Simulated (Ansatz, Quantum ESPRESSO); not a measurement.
**Equation of state of diamond Si**

How stiff is diamond Si under hydrostatic load? Each row scales the relaxed cell evenly and relaxes the atoms. The phase is followed to these pressures whether or not it stays the stable one.

Calculated with Quantum ESPRESSO 7.5, LDA, GBRV 1.5 ultrasoft potentials, cutoff 680 eV, Fermi–Dirac smearing 0.02 eV, k-mesh 9×9×9, no spin polarisation, no spin-orbit coupling.

Reference cell, relaxed at zero pressure with LDA (Fd-3m): a = 3.8186 Å, b = 3.8186 Å, c = 3.8186 Å, α = 60.00°, β = 60.00°, γ = 60.00°.

```
atom       x       y       z
  Si  0.5000  0.5000  0.5000
  Si  0.7500  0.7500  0.7500
```

```
V (Å³/atom)    V/V0  P (GPa)  E − E0 (meV/atom)
    18.5057  0.9400    6.812               23.8
    18.8994  0.9600    4.301               10.2
    19.2931  0.9800    2.038                2.5
    20.0806  1.0200   −1.835                2.3
    20.4743  1.0400   −3.486                8.8
```

V0 = 19.6869 Å³ an atom, where the residual pressure P0 is 0.000 GPa. **Question.** Fit the Birch–Murnaghan law and give the pressure and the energy at V = 20.8681 Å³ an atom, a row left out above.

With the Eulerian strain f = ½[(V0/V)^(2/3) − 1] and F = (P − P0)/[3f(1 + 2f)^(5/2)], the third-order law is the line F = B0 + (3/2) B0 (B′ − 4) f.

```csv
f,F (GPa)
0.02106,97.27
0.01379,97.09
0.00678,96.87
−0.00656,96.42
−0.01290,96.14
```

A straight line through the 5 rows: the means are 0.004434 for f and 96.758 for F, Σ(Δx)² = 0.0007908 and ΣΔxΔy = 0.02631, so the slope is 0.02631/0.0007908 = 33.27 and the intercept 96.758 − (33.27)(0.004434) = 96.61.

Hence B0 = 96.6 GPa and B′ = 4 + (33.3)/(1.5 × 96.6) = 4.23. For the withheld volume f = −0.01905, F = 95.98 GPa and P = −4.98 GPa, an extrapolation past the fitted rows. The run itself gives −4.97 GPa, so the estimate misses by 0.01 GPa, a rounding's worth.

Integrating the same law gives E − E0 = (9/2) B0 V0 f²[1 + (B′ − 4) f] + P0(V0 − V), with 1 GPa Å³ = 6.2415 meV: 19.3 meV an atom. The run itself gives 19.2 meV, so the estimate misses by 0.1 meV, a rounding's worth.

The same fit over all rows at other levels or in other programs gives B0 = 97 GPa with r2SCAN (Ansatz), 94 GPa with PBEsol (Quantum ESPRESSO, GBRV) and 93 GPa with PBEsol (Quantum ESPRESSO, PseudoDojo).

Measured volume: 20.023 Å³ an atom (doi:10.1107/S0021889875010965, 298.15 K), so V0 is −1.7 % off. A stiffness follows the volume as d ln B/d ln V = −B′, which moves B0 by about −7 % when it is taken at the measured volume.

Measured bulk modulus: 97.6 GPa (arxiv:1007.2730), against 97 GPa here (−1 %).

The calculation is for a static lattice, while measurements hold thermal and zero-point motion.

[Logs are printed without paths, hosts, clocks, repeated set-up lines and the standing remarks that a program may print on its own settings, such as how far it seeks lower states.]
